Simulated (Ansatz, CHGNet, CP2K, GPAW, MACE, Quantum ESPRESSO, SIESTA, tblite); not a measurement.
**SIESTA on Σ3 (111)[11-2] symmetric tilt boundary in Na2S (72 atoms): settings against a plane-wave reference**

How do the settings of SIESTA change the result for Σ3 (111)[11-2] symmetric tilt boundary in Na2S (72 atoms)? A plane-wave run serves as the yardstick.

Calculated with SIESTA 5.4.2; the method is named at each step.

### Step 1. Set-up

The cell holds 72 atoms: 24 S and 48 Na. Cell: a = 8.010 Å, b = 9.249 Å, c = 22.675 Å, α = 90.0°, β = 90.0°, γ = 90.0°. It derives from Na2S (fluorite-type). Antifluorite-type Na2S (a = 6.54 Å); two grains mirrored in (111), tilt axis [11-2]; 1 x 2 boundary periods, 1 lattice periods a grain, two boundaries a cell, upper grain shifted by [0.404, 0] of the boundary cell and opened by 0.01 Å, no atom removed; not relaxed, displaced by a Gaussian of 0.02 Å. Then every atom was moved at random, 0.03 Å r.m.s. a Cartesian component. Regions: lower grain, 36 atoms (12 S and 24 Na); upper grain, 36 atoms (12 S and 24 Na). The structure's axis is c.

The yardstick, on the same geometry:

| Property | Result |
| --- | --- |
| method | Kohn-Sham DFT, PBE, SSSP efficiency 1.3.0 pseudopotentials, plane waves (Quantum ESPRESSO 7.5); sssp-pbe-1.3.0-efficiency, cutoffs 45/360 Ry, Γ point |
| r.m.s. force component | 0.5713 eV/Å |
| longest force | 2.906 eV/Å |
| pressure | 1.225 GPa |
| gap (highest filled to lowest empty level) | 2.208 eV |
| time | 4 min on 4 MPI ranks of Arm Neoverse V2, shared host |
| CPU time | 16 min |

### Step 2. PBE, DZP, shift 0.01 Ry, mesh 500 Ry

Method: Kohn-Sham DFT, PBE, PseudoDojo 0.4.1 norm-conserving pseudopotentials (converted to PSML), numerical atomic orbitals (DZP), diagonalisation.

The .psml files are PseudoDojo norm-conserving potentials that we converted to this format, checked against plane waves on the same files for H, C, O, Si, Ge and Ca alone.

input.fdf

```
SystemLabel cell
NumberOfAtoms 72
NumberOfSpecies 2
%block ChemicalSpeciesLabel
  1 16 S
  2 11 Na
%endblock ChemicalSpeciesLabel
LatticeConstant 1.0 Ang
%block LatticeVectors
  8.00983 0.00000 0.00000
  0.00000 9.24896 0.00000
  0.00000 0.00000 22.67522
%endblock LatticeVectors
PAO.BasisSize DZP
PAO.EnergyShift 0.01 Ry
XC.Functional GGA
XC.Authors PBE
MeshCutoff 500 Ry
%block kgrid_Monkhorst_Pack
  1 0 0 0.0
  0 1 0 0.0
  0 0 1 0.0
%endblock kgrid_Monkhorst_Pack
SolutionMethod diagon
OccupationFunction FD
ElectronicTemperature 580 K
SCF.Mixer.Method Pulay
SCF.Mixer.Weight 0.05
SCF.Mixer.History 8
SCF.Mix Hamiltonian
MaxSCFIterations 300
SCF.DM.Tolerance 1e-04
SCF.H.Tolerance 1.0e-3 eV
WriteForces T
Write.HirshfeldPop T
Write.VoronoiPop T
Write.DM F
Write.H F
XML.Write F
AtomicCoordinatesFormat Fractional
%block AtomicCoordinatesAndAtomicSpecies
  0.49323 0.24915 0.00151 1
  0.50144 0.25019 0.12353 2
  0.50170 0.24830 0.37322 2
  0.83024 0.25234 0.16708 1
  0.83273 0.24846 0.29229 2
  0.84227 0.24350 0.04071 2
  0.00508 0.00204 0.99902 1
  0.99114 0.99963 0.12276 2
  0.99826 0.00197 0.37601 2
  0.33947 0.99287 0.16537 1
  0.33276 0.00379 0.29184 2
  0.32315 0.99734 0.03913 2
  0.66260 0.99886 0.33159 1
  0.67049 0.99558 0.45977 2
  0.66130 0.00230 0.21010 2
  0.51545 0.74630 0.99865 1
  0.49782 0.75308 0.12571 2
  0.50213 0.75734 0.37296 2
  0.82613 0.75471 0.16748 1
  0.82504 0.75295 0.28962 2
  0.83841 0.74353 0.04003 2
  0.00071 0.49516 0.00029 1
  0.00104 0.48957 0.12588 2
  0.00961 0.50119 0.37581 2
  0.33531 0.49996 0.16512 1
  0.33073 0.49767 0.29071 2
  0.33002 0.50125 0.04109 2
  0.66682 0.50248 0.32995 1
  0.66695 0.49433 0.45671 2
  0.66680 0.50543 0.21080 2
  0.16255 0.24621 0.33262 1
  0.17157 0.25105 0.45755 2
  0.16940 0.24987 0.20870 2
  0.16472 0.75043 0.33194 1
  0.17843 0.75305 0.45746 2
  0.16439 0.75008 0.20670 2
  0.90864 0.24685 0.50081 1
  0.90984 0.25401 0.87744 2
  0.90515 0.24440 0.62541 2
  0.25121 0.25004 0.83232 1
  0.23547 0.25039 0.70903 2
  0.23967 0.25161 0.95992 2
  0.40685 0.99107 0.49965 1
  0.40810 0.00013 0.87372 2
  0.40121 0.99866 0.62777 2
  0.73719 0.00149 0.82928 1
  0.73871 0.00413 0.70900 2
  0.73906 0.00338 0.95948 2
  0.07917 0.99579 0.66646 1
  0.07089 0.00262 0.53988 2
  0.07325 0.00020 0.79209 2
  0.90255 0.75280 0.50213 1
  0.90546 0.74969 0.87765 2
  0.90485 0.74419 0.62596 2
  0.23173 0.75138 0.83216 1
  0.23748 0.75225 0.70859 2
[... 12 atom lines left out ...]
  0.57319 0.24688 0.79159 2
  0.56480 0.74977 0.66862 1
  0.57415 0.74508 0.53930 2
  0.57043 0.74541 0.79105 2
%endblock AtomicCoordinatesAndAtomicSpecies
```

Command:

```bash
$ OMP_NUM_THREADS=1 mpirun -np 2 siesta < input.fdf > output.txt
```

The program printed:

```text
Version         : 5.4.2
reinit: System Name:
reinit: System Label: cell
initatom: Reading input for the pseudopotentials and atomic orbitals ----------
Species number:   1 Atomic number:   16 Label: S
Species number:   2 Atomic number:   11 Label: Na
Ground state valence configuration (from tables):   3s02  3p04  3d00  4f00
Ground state valence configuration (from tables):   3s01  3p00  3d00  4f00
---- Processing specs for species: S
GGA--PBE XC_GGA_X_PBE--XC_GGA_C_PBE pb
---- Processing specs for species: Na
GGA--PBE XC_GGA_X_PBE--XC_GGA_C_PBE pb
Semicore shell(s) with  8 electrons included in the valence for Na
Semicore shell(s): 2s 2p
Fallback to non-perturbative polarization scheme for Na
Please see the manual if this is not desired in principle
S pseudopotential only contains V_ls up to l=2 -- lmxkb reset.
Na pseudopotential only contains V_ls up to l=1 -- lmxkb reset.
Using PAO.SplitTailNorm
%block ChemicalSpeciesLabel
    1   16 S                       # Species index, atomic number, species label
    2   11 Na                      # Species index, atomic number, species label
%endblock ChemicalSpeciesLabel
%block PAO.Basis                 # Define Basis set
S                     2                    # Species label, number of l-shells
 n=3   0   2                         # n, l, Nzeta
   4.449      3.085
   1.000      1.000
 n=3   1   2 P   1                   # n, l, Nzeta, Polarization, NzetaPol
   5.501      3.851
   1.000      1.000
Na                    4                    # Species label, number of l-shells
 n=2   0   1                         # n, l, Nzeta
   2.609
   1.000
 n=3   0   2                         # n, l, Nzeta
   8.808      6.635
   1.000      1.000
 n=2   1   1                         # n, l, Nzeta
   3.003
   1.000
 n=3   1   1                         # n, l, Nzeta
   8.808
   1.000
%endblock PAO.Basis
coor:   Atomic-coordinates input format  =     Fractional
siesta: System type = bulk
initatomlists: Number of atoms, orbitals, and projectors:     72   744   816
siesta: ******************** Simulation parameters ****************************
Total number of electrons:   576.000000
Total ionic charge:   576.000000
 Kpoints in:            1 . Kpoints trimmed:            1
siesta: k-grid: Number of k-points = 1
siesta: k-points from Monkhorst-Pack grid
siesta: k-cutoff (effective) =     4.005 Ang
siesta: k-point supercell and displacements
siesta: k-grid:     1     0     0      0.000
siesta: k-grid:     0     1     0      0.000
siesta: k-grid:     0     0     1      0.000
                     ====================================
                        Single-point calculation
                     ====================================
outcell: Unit cell vectors (Ang):
        8.009830    0.000000    0.000000
        0.000000    9.248960    0.000000
        0.000000    0.000000   22.675220
outcell: Cell vector modules (Ang)   :    8.009830    9.248960   22.675220
outcell: Cell angles (23,13,12) (deg):     90.0000     90.0000     90.0000
outcell: Cell volume (Ang**3)        :   1679.8392
Gamma-point calculation with interaction between periodic images
Gamma-point calculation with interaction between periodic images
Some features might not work optimally:
Some features might not work optimally:
e.g. DM initialization from atomic data
e.g. DM initialization from atomic data
new_DM -- step:     1
Initializing Density Matrix...
Attempting to read DM from file... Failed...
DM filled with atomic data:
InitMesh: MESH = 108 x 128 x 320 = 4423680
InitMesh: Mesh cutoff (required, used) =   500.000   502.462 Ry
stepf: Fermi-Dirac step function
        iscf     Eharris(eV)        E_KS(eV)     FreeEng(eV)     dDmax    Ef(eV) dHmax(eV)
   scf:    1   -66930.456680   -66933.325705   -66933.325705  0.813384 -5.216715  4.460031
   scf:    2   -66939.264269   -66936.343921   -66936.343921  0.013273 -5.312805  4.092240
   scf:    3   -66951.704333   -66947.712386   -66947.712386  0.111426 -4.761407  1.227356
   scf:    4   -66947.385208   -66947.556726   -66947.556726  0.005868 -4.732723  1.334993
   scf:    5   -66947.200575   -66947.761552   -66947.761552  0.042024 -4.874785  1.100597
   scf:    6   -66948.216169   -66948.028288   -66948.028288  0.012159 -4.836115  0.458964
[...]
scf:   12   -66948.076966   -66948.076961   -66948.076961  0.000123 -4.789527  0.001553
   scf:   13   -66948.076962   -66948.076961   -66948.076961  0.000028 -4.789494  0.001190
   scf:   14   -66948.076962   -66948.076962   -66948.076962  0.000037 -4.789311  0.000483
SCF Convergence by DM+H criterion
max |DM_out - DM_in|         :     0.0000367721
max |H_out - H_in|      (eV) :     0.0004826138
SCF cycle converged after 14 iterations
Using DM_out to compute the final energy and forces
siesta: E_KS(eV) =           -66948.0770
siesta: E_KS - E_eggbox =    -66948.0770
siesta: Atomic forces (eV/Ang):
     1    2.803425   -0.078909    0.850705
     2    0.008084   -0.030338    0.055026
     3   -0.117108    0.043506   -0.047732
     4    0.100963   -0.139074    0.016998
     5    0.018737    0.065132   -0.085975
     6   -0.056263    0.156550    0.277313
[...]
70    0.225445    0.006440   -0.109816
    71   -0.167546    0.016150    0.379840
    72    0.000985    0.077410    0.076227
----------------------------------------
   Tot    0.162326   -0.152951   -0.128926
----------------------------------------
   Max    2.803425
   Res    0.587888    sqrt( Sum f_i^2 / 3N )
----------------------------------------
   Max    2.803425    constrained
Stress tensor Voigt[x,y,z,yz,xz,xy] (kbar):      -12.33       -2.60       -3.24        0.75        0.24        0.20
(Free)E + p*V (eV/cell)   -66941.7268
Target enthalpy (eV/cell)   -66948.0770
siesta: Program's energy decomposition (eV):
siesta: Ebs     =    -15448.619803
siesta: Eions   =     84430.748895
siesta: Ena     =      7683.230893
siesta: Ekin    =     38894.949522
siesta: Enl     =    -18304.786354
siesta: DEna    =       290.601395
siesta: DUscf   =        16.184602
siesta: Ex      =    -10433.739288
siesta: Ec      =      -663.768836
siesta: Exc     =    -11097.508124
siesta: Eharris =    -66948.076962
siesta: Etot    =    -66948.076962
siesta: FreeEng =    -66948.076962
siesta: Final energy (eV):
siesta:  Band Struct. =  -15448.619803
siesta:       Kinetic =   38894.949522
siesta:       Hartree =   25680.610045
siesta:         Exch. =  -10433.739288
siesta:         Corr. =    -663.768836
siesta:   Exch.-corr. =  -11097.508124
siesta:  Ion-electron =  -92013.876133
siesta:       Ion-ion =  -28412.252272
siesta:         Total =  -66948.076962
siesta:         Fermi =      -4.789311
siesta: Stress tensor (static) (eV/Ang**3):
siesta:    -0.007695    0.000124    0.000147
siesta:     0.000124   -0.001620    0.000466
siesta:     0.000147    0.000466   -0.002025
siesta: Cell volume =       1679.839191 Ang**3
siesta: Pressure (static):
siesta:                Solid            Molecule  Units
siesta:           0.00004117          0.00016067  Ry/Bohr**3
siesta:           0.00378024          0.01475169  eV/Ang**3
siesta:           6.05660506         23.63481942  kBar
    Orbital volume contribution        =          72.802390 eV
    (Free)E + p_basis*V_orbitals       =      -66875.274572 eV
    (Free)Eharris+ p_basis*V_orbitals  =      -66875.274572 eV
Hirshfeld Atomic Populations:
Atom #   charge [q] valence [e]  Species
     1    -0.385053    6.385053  S
     2     0.174074    8.825926  Na
     3     0.222351    8.777649  Na
     4    -0.365144    6.365144  S
     5     0.177128    8.822872  Na
     6     0.185938    8.814062  Na
     7    -0.375823    6.375823  S
     8     0.185279    8.814721  Na
     9     0.219040    8.780960  Na
    10    -0.367150    6.367150  S
[...]
13    -0.361940    6.361940  S
[...]
16    -0.377628    6.377628  S
[...]
--------------------
 Total    -0.000000
Voronoi Atomic Populations:
Atom #   charge [q] valence [e]  Species
[...]
64    -0.416931    6.416931  S
[...]
67    -0.423827    6.423827  S
[...]
69     0.195502    8.804498  Na
    70    -0.417727    6.417727  S
    71     0.201820    8.798180  Na
    72     0.209569    8.790431  Na
--------------------
 Total    -0.000000
```

Run time: 3 min. Hardware: 2 MPI ranks of Arm Neoverse V2, shared host; peak memory 2.5 GiB; 6 min of CPU time.

Banners, paths, timers and routine set-up lines are dropped from the logs unmarked, and long logs keep their key lines alone; longer cuts are marked.

Numbers from this run, and their distance from the reference:

```yaml
r_m_s_force_component: 0.5879 eV/Å
r_m_s_difference_of_force_components: 24.2 meV/Å
longest_difference_of_force_vectors: 94.18 meV/Å
force_difference_over_r_m_s_force: 4.235 %
slope_of_forces_against_the_reference_s: 1.028
correlation_of_force_components: 0.9995
spacing_of_highest_filled_and_lowest_empty_level: 2.213 eV
gap_difference: 0.0046 eV
pressure: 0.6056 GPa
pressure_difference: -0.6197 GPa
```

Length of the force difference by element (eV/Å):

```tsv
element	atoms	mean	most
Na	48	0.041	0.094
S	24	0.025	0.064
```

Levels nearest the highest filled one (eV from it): -0.22, -0.21, -0.19, -0.19, -0.16, -0.16, -0.11, -0.10, -0.09, -0.04, -0.01, 0.00, 2.21, 2.86, 3.19, 3.89, 4.00, 4.07, 4.26, 4.30, 4.30, 4.31, 4.35, 4.39.

A closer look about Na42, which bears the longest force: 10 atoms, nearest first, numbered in the order of the input, with positions taken from that point.

```tsv
atom	x	y	z	distance (Å)	bonds	Hirshfeld charge (e)	Fx	Fy	Fz (eV/Å)
Na42	0.00	0.00	0.00	0.00	4	0.17	-2.70	-0.01	-1.24
S1	2.03	-0.02	0.94	2.24	7	-0.39	2.80	-0.08	0.85
S40	0.09	-0.01	-2.89	2.89	8	-0.36	-0.47	-0.08	0.15
Na12	0.67	-2.35	1.80	3.03	4	0.18	0.43	0.00	0.37
Na27	0.72	2.31	1.84	3.04	4	0.18	0.23	0.00	0.25
S22	-1.91	2.25	0.92	3.09	7	-0.38	1.49	0.03	0.27
S7	-1.88	-2.31	0.89	3.11	7	-0.38	1.86	-0.17	0.48
Na38	-2.64	0.02	-1.87	3.24	3	0.22	0.06	-0.03	-0.18
Na59	1.26	2.26	-1.98	3.26	3	0.22	0.27	0.13	-0.02
Na44	1.35	-2.33	-1.95	3.32	3	0.22	0.08	-0.04	-0.05
```

Forces lie 4.2 % from the reference's, at 0.38 times its CPU time (on 2 against 4 cores).

### Step 3. PBE, SZP, shift 0.01 Ry, mesh 500 Ry

Method: Kohn-Sham DFT, PBE, PseudoDojo 0.4.1 norm-conserving pseudopotentials (converted to PSML), numerical atomic orbitals (SZP), diagonalisation.

Changes to input.fdf since step 2:

```diff
@@ -13,3 +13,3 @@
 %endblock LatticeVectors
-PAO.BasisSize DZP
+PAO.BasisSize SZP
 PAO.EnergyShift 0.01 Ry
```

Command:

```bash
$ OMP_NUM_THREADS=1 siesta < input.fdf > output.txt
```

The program printed:

```text
Version         : 5.4.2
reinit: System Name:
reinit: System Label: cell
initatom: Reading input for the pseudopotentials and atomic orbitals ----------
Species number:   1 Atomic number:   16 Label: S
Species number:   2 Atomic number:   11 Label: Na
Ground state valence configuration (from tables):   3s02  3p04  3d00  4f00
Ground state valence configuration (from tables):   3s01  3p00  3d00  4f00
---- Processing specs for species: S
GGA--PBE XC_GGA_X_PBE--XC_GGA_C_PBE pb
---- Processing specs for species: Na
GGA--PBE XC_GGA_X_PBE--XC_GGA_C_PBE pb
Semicore shell(s) with  8 electrons included in the valence for Na
Semicore shell(s): 2s 2p
Fallback to non-perturbative polarization scheme for Na
Please see the manual if this is not desired in principle
[... lines left out ...]
Total number of electrons:   576.000000
[... lines left out ...]
stepf: Fermi-Dirac step function
        iscf     Eharris(eV)        E_KS(eV)     FreeEng(eV)     dDmax    Ef(eV) dHmax(eV)
[... lines left out ...]
SCF Convergence by DM+H criterion
[... lines left out ...]
SCF cycle converged after 14 iterations
[... lines left out ...]
   Max    2.812821
[... lines left out ...]
   Max    2.812821    constrained
Stress tensor Voigt[x,y,z,yz,xz,xy] (kbar):      -16.47       -5.11       -6.19        0.85        0.25        0.22
[... lines left out ...]
siesta: DEna    =       254.374611
siesta: DUscf   =        15.642563
siesta: Ex      =    -10445.531401
siesta: Ec      =      -664.084748
siesta: Exc     =    -11109.616149
siesta: Eharris =    -66943.980626
siesta: Etot    =    -66943.980626
siesta: FreeEng =    -66943.980626
siesta: Final energy (eV):
siesta:  Band Struct. =  -15400.049486
siesta:       Kinetic =   38961.593306
siesta:       Hartree =   25728.007205
siesta:         Exch. =  -10445.531401
siesta:         Corr. =    -664.084748
siesta:   Exch.-corr. =  -11109.616149
siesta:  Ion-electron =  -92111.712716
siesta:       Ion-ion =  -28412.252272
siesta:         Total =  -66943.980626
siesta:         Fermi =      -4.656810
siesta: Stress tensor (static) (eV/Ang**3):
siesta:    -0.010280    0.000136    0.000159
siesta:     0.000136   -0.003192    0.000531
siesta:     0.000159    0.000531   -0.003861
siesta: Cell volume =       1679.839191 Ang**3
siesta: Pressure (static):
siesta:                Solid            Molecule  Units
siesta:           0.00006293          0.00017657  Ry/Bohr**3
siesta:           0.00577783          0.01621191  eV/Ang**3
siesta:           9.25710859         25.97434210  kBar
    Orbital volume contribution        =          60.332080 eV
    (Free)E + p_basis*V_orbitals       =      -66883.648545 eV
    (Free)Eharris+ p_basis*V_orbitals  =      -66883.648546 eV
Hirshfeld Atomic Populations:
Atom #   charge [q] valence [e]  Species
     1    -0.388997    6.388997  S
     2     0.174001    8.825999  Na
     3     0.221408    8.778592  Na
     4    -0.364108    6.364108  S
     5     0.177376    8.822624  Na
[...]
7    -0.378871    6.378871  S
[...]
--------------------
 Total     0.000005
Voronoi Atomic Populations:
Atom #   charge [q] valence [e]  Species
[...]
67    -0.424468    6.424468  S
[...]
70    -0.418325    6.418325  S
    71     0.205682    8.794318  Na
    72     0.211054    8.788946  Na
--------------------
 Total     0.000005
```

Wall time 5 min (1 thread); peak memory 2 GiB.

Compared with the plane-wave run:

```yaml
r_m_s_force_component: 0.5926 eV/Å
r_m_s_difference_of_force_components: 26.96 meV/Å
longest_difference_of_force_vectors: 111.9 meV/Å
force_difference_over_r_m_s_force: 4.719 %
slope_of_forces_against_the_reference_s: 1.037
correlation_of_force_components: 0.9996
spacing_of_highest_filled_and_lowest_empty_level: 2.182 eV
gap_difference: -0.0263 eV
pressure: 0.9257 GPa
pressure_difference: -0.2996 GPa
```

This is a coarse setting, run to see what it loses.

Against the first run (4.2 %), the force difference from the reference is 4.7 %, at 0.83 times the CPU time (on 1 against 2 cores), with 600 basis functions against 744: the smaller basis costs accuracy.

(Continued in part 2 of 2.)

[Also dropped from logs without a mark: logging warnings of Python, and SIESTA's first energy breakdown and zero terms.]

[Logs are printed without paths, hosts, clocks, repeated set-up lines and the standing remarks that a program may print on its own settings, such as how far it seeks lower states.]

[Hosts, paths, dates, database ids (printed as entryN), source tags and the programs' standing remarks are cut or masked in the printed files.]
